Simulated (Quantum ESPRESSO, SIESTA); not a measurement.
# In-plane stress of bcc Mo under biaxial strain, QE, PBEsol

Calculated with Quantum ESPRESSO 7.5: PBEsol; plane waves, GBRV 1.5 ultrasoft, 45/270 Ry; k-mesh 10×10×10. The first two cell vectors are strained alike from typed lattice constants; the third vector's length and the atoms are relaxed. The typed cell isn't stress-free: at zero strain the reference's in-plane stress is -5.8 GPa, compression positive.

| in-plane strain (%) | in-plane stress (GPa, compression positive) |
| --- | --- |
| -4 | 18.02 |
| -3 | 11.44 |
| -2 | ? |
| -1 | -0.444 |
| 0 | -5.821 |
| +1 | -10.78 |
| +2 | -15.33 |
| +3 | -19.22 |
| +4 | -22.52 |

Task: Fit a second-order form in the logarithmic strain to the rows given and interpolate to the withheld row.

Worked fit:

With u = ln[(1 + ε)/(1 + ε0)], counted from the row at ε0 = +0 % where y0 = -5.821, a second-order form y = y0 + a u + b u² makes v = (y − y0)/u a line in u.

| u | v |
| --- | --- |
| -0.0408220 | -584.023 |
| -0.0304592 | -566.692 |
| -0.0100503 | -535.007 |
| 0.00995033 | -498.375 |
| 0.0198026 | -480.189 |
| 0.0295588 | -453.300 |
| 0.0392207 | -425.770 |

With n = 7: mean u = 0.00245728, mean v = -506.194, Σ(u − ū)² = 0.0055561, Σ(u − ū)(v − v̄) = 10.620. Slope b = 10.620 / 0.0055561 = 1911.4; intercept a = v̄ − b ū = -510.89.

At the withheld row u = -0.02020, v = a + b u = -549.5, and y = y0 + u v.

Prediction at -2: 5.281 GPa. The run gave 5.242 GPa, so the fit is high by 0.039 GPa (0.73 % of the value).

The first-order term gives a biaxial modulus of 511 GPa at ε0. The second-order term makes up 7.0 % of v at the withheld row. Among the rows given, the largest miss of the fit is at +4, by 0.40 GPa (0.98 % of the range of the table).

Limits: The nuclei are static. The DFT runs use Fermi–Dirac occupations of width 0.1 eV, and energies are free energies.

[Hosts, paths, dates, database ids (printed as entryN), source tags and the programs' standing remarks are cut or masked in the printed files.]
